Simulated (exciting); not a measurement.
The Si L₂,₃ edge of atom 1 in SiO2 (Stishovite), space group P4_2/mnm, with 4 O at 1.76 Å and 2 O at 1.81 Å (octahedral, site symmetry mmm), was computed at 2 levels: exchange and screened direct term (singlet BSE) and independent particles. Common settings: exciting, all-electron LAPW+lo, PBE, 3×3×5 shifted k points, 18 conduction bands, |G+q| up to 3 bohr⁻¹ (2.5 in the exchange term), full RPA screening with nempty = 40, Lorentzian half width 0.45 eV.

Energy from the Kohn–Sham onset, core level to the lowest empty state found on the meshes used; all runs on one relative scale:

```tsv
E (eV)	run 1	run 2
-6.5	0.01	0.03
-6.0	0.01	0.04
-5.5	0.01	0.05
-5.0	0.01	0.08
-4.5	0.01	0.12
-4.0	0.01	0.22
-3.5	0.01	0.53
-3.0	0.02	1.28
-2.5	0.02	1.08
-2.0	0.02	0.63
-1.5	0.03	0.27
-1.0	0.04	0.17
-0.5	0.05	0.15
0.0	0.07	0.20
0.5	0.12	0.30
1.0	0.19	0.32
1.5	0.34	0.29
2.0	0.60	0.27
2.5	0.81	0.29
3.0	0.73	0.36
3.5	0.55	0.53
4.0	0.40	0.81
4.5	0.35	1.07
5.0	0.32	0.99
5.5	0.35	0.81
6.0	0.43	0.69
6.5	0.51	0.65
7.0	0.56	0.55
7.5	0.59	0.47
8.0	0.66	0.43
8.5	0.69	0.43
9.0	0.65	0.41
9.5	0.65	0.39
10.0	0.66	0.38
10.5	0.61	0.42
11.0	0.51	0.45
11.5	0.50	0.45
12.0	0.55	0.42
12.5	0.58	0.36
13.0	0.63	0.32
13.5	0.63	0.30
14.0	0.59	0.31
```

Question: Which run is which, and why?

Run 1: independent particles; highest local maximum in the window at 2.5 eV. Run 2: exchange and screened direct term (singlet BSE); highest local maximum in the window at -2.9 eV. The attractive direct term pulls weight down: the curves pass 0.20 at 1.1 and -4.0 eV in the order of the runs. Fine structure above the first lines is partly noise of the 45-point mesh.

[Banner, clock and machine lines of the logs are left out without a mark of their own.]

[Logs are printed without paths, hosts, clocks, repeated set-up lines and the standing remarks that a program may print on its own settings, such as how far it seeks lower states.]

[Hosts, paths, dates, database ids (printed as entryN), source tags and the programs' standing remarks are cut or masked in the printed files.]
